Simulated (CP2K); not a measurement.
Two runs for the C K edge of 4-ethynylpyridine. Run A: CP2K XAS_TDP, all-electron GAPW, PBEh(45%), aug-cc-pVDZ, TDA, no relativity. Run B differs in one setting.

First lines with a strength over 0.0015. A:

| atom | energy (eV) | states | strength, one atom |
| --- | --- | --- | --- |
| C1 (bonded to C and H) | 281.32 | 1 | 0.0423 |
|  | 282.24 | 1 | 0.0486 |
|  | 284.58 | 1 | 0.0057 |
|  | 285.22 | 1 | 0.0057 |
|  | 285.66 | 2 | 0.0068 |
| C2 (bonded to 2 C) | 281.66 | 1 | 0.0272 |
|  | 282.20 | 1 | 0.0531 |
|  | 284.66 | 1 | 0.0299 |
|  | 287.08 | 1 | 0.0025 |
|  | 287.53 | 1 | 0.0016 |
| C3 (bonded to 3 C) | 281.60 | 1 | 0.0478 |
|  | 285.98 | 1 | 0.0024 |
|  | 286.54 | 1 | 0.0098 |
|  | 287.15 | 1 | 0.0034 |
|  | 287.98 | 1 | 0.0026 |
| C4 (bonded to 2 C and H), 2 alike | 281.18 | 1 | 0.0481 |
|  | 282.78 | 1 | 0.0034 |
|  | 284.67 | 1 | 0.0125 |
|  | 285.58 | 1 | 0.0041 |
|  | 285.76 | 1 | 0.0023 |
| C5 (bonded to C, N and H), 2 alike | 281.68 | 1 | 0.0543 |
|  | 283.40 | 1 | 0.0026 |
|  | 285.34 | 1 | 0.0117 |
|  | 286.33 | 1 | 0.0027 |
|  | 286.92 | 2 | 0.0042 |

B:

| atom | energy (eV) | states | strength, one atom |
| --- | --- | --- | --- |
| C1 (bonded to C and H) | 287.22 | 1 | 0.0415 |
|  | 288.13 | 1 | 0.0476 |
|  | 290.48 | 1 | 0.0055 |
|  | 291.11 | 1 | 0.0056 |
|  | 291.55 | 2 | 0.0067 |
| C2 (bonded to 2 C) | 287.47 | 1 | 0.0266 |
|  | 288.02 | 1 | 0.0521 |
|  | 290.47 | 1 | 0.0293 |
|  | 292.90 | 1 | 0.0025 |
|  | 293.34 | 1 | 0.0016 |
| C3 (bonded to 3 C) | 287.13 | 1 | 0.0469 |
|  | 291.50 | 1 | 0.0024 |
|  | 292.06 | 1 | 0.0096 |
|  | 292.67 | 1 | 0.0033 |
|  | 293.51 | 1 | 0.0026 |
| C4 (bonded to 2 C and H), 2 alike | 286.94 | 1 | 0.0472 |
|  | 288.54 | 1 | 0.0033 |
|  | 290.44 | 1 | 0.0122 |
|  | 291.34 | 1 | 0.0040 |
|  | 291.53 | 1 | 0.0023 |
| C5 (bonded to C, N and H), 2 alike | 287.44 | 1 | 0.0533 |
|  | 289.15 | 1 | 0.0026 |
|  | 291.09 | 1 | 0.0114 |
|  | 292.08 | 1 | 0.0027 |
|  | 292.67 | 1 | 0.0022 |

Q: Which was it: scalar relativity switched on, the functional, GW2X switched on, the basis?

GW2X switched on. GW2X shifts an atom's lines together and keeps their spacings. Against PBEh(45%) in aug-cc-pVDZ, the leading lines move by +5.90 eV (C1, to 287.22), +5.81 eV (C2, to 287.47), +5.53 eV (C3, to 287.13), +5.76 eV (C4, to 286.94) and +5.76 eV (C5, to 287.44).

[Hosts, paths, dates, database ids (printed as entryN), source tags and the programs' standing remarks are cut or masked in the printed files.]
